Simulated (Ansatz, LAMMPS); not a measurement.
# Settings and their price: glassy 65P2O5-35BaO (mol %) (89 atoms)

Density of this cell: 3.01 g/cm³. The cell holds 89 atoms: 22 P, 6 Ba and 61 O. Cell: a = 11.103 Å, b = 11.103 Å, c = 11.103 Å, α = 90.0°, β = 90.0°, γ = 90.0°. 89 atoms (22 P, 6 Ba, 61 O) placed at random at 3.09 g/cm³, melted at 4000 K for 10 ps at fixed volume with the Morse and Coulomb pair potential with partial charges (Pedone, Malavasi, Menziani, Cormack and Segre, J. Phys. Chem. B 110, 11780 (2006)). Quenched from 4000 K to 300 K at 10 K/ps and fixed volume, held 10 ps at zero pressure.

Geometry: as built.

Reference run: Kohn-Sham DFT, PBE, PAW (set soft_2), plane waves (Ansatz 0.2.0), cutoff 420 eV, Γ point, fermi-dirac smearing of 0.05 eV.

| Property | Result |
| --- | --- |
| r.m.s. force component | 1.42 eV/Å |
| pressure | 1.78 GPa |
| gap (highest filled to lowest empty level) | 2.147 eV |
| SCF cycles | 10 |
| time | 21 s on 4 threads of Arm Neoverse V2, shared host |

**Question.** The same geometry is run again with each of these changes. How far do the results move, and how long does each run take?
- support functions low
- support functions medium
- support functions medium, spacing 0.33 Å
- support functions medium, spacing 0.275 Å

Differences are against the plane-wave reference (Kohn-Sham DFT, PBE, PAW (set soft_2), plane waves), whose r.m.s. force component is 1.42 eV/Å. Energies are set beside the reference only for runs with its functional, potentials and electron count. Times are for 4 threads of Arm Neoverse V2, shared host. The reference's time includes the DOS, the stress and grids, which some other runs skip.

```tsv
run	Δ force, r.m.s. (meV/Å)	share of r.m.s. force (%)	Δ energy (meV/atom)	Δ gap (eV)	cycles	time	host memory (GiB)
reference	-	-	-	-	10	21 s	1.7
support functions low	1.20	0.0847	-5.30	-3.0e-4	15	1.7 min	3.3
support functions medium	1.03	0.0729	-5.32	-9.0e-4	17	2.7 min	4.9
support functions medium, spacing 0.33 Å	48.4	3.41	18.7	-0.0058	16	55 s	2.0
support functions medium, spacing 0.275 Å	3.86	0.272	-8.11	-5.0e-4	16	82 s	2.5
```

Among numerical settings the force difference runs from 1.0 meV/Å (support functions medium) to 48 meV/Å (support functions medium, spacing 0.33 Å). At 89 atoms the fastest of the runs at a preset level, support functions low, takes roughly 4.9 times the time of plane waves (whose run also made extra analyses, so the like-for-like ratio is larger), in 15 SCF cycles against 10. Differences between support functions and plane waves include what basis error the plane-wave run still has. 

[Logs are printed without paths, hosts, clocks, repeated set-up lines and the standing remarks that a program may print on its own settings, such as how far it seeks lower states.]

[Hosts, paths, dates, database ids (printed as entryN), source tags and the programs' standing remarks are cut or masked in the printed files.]
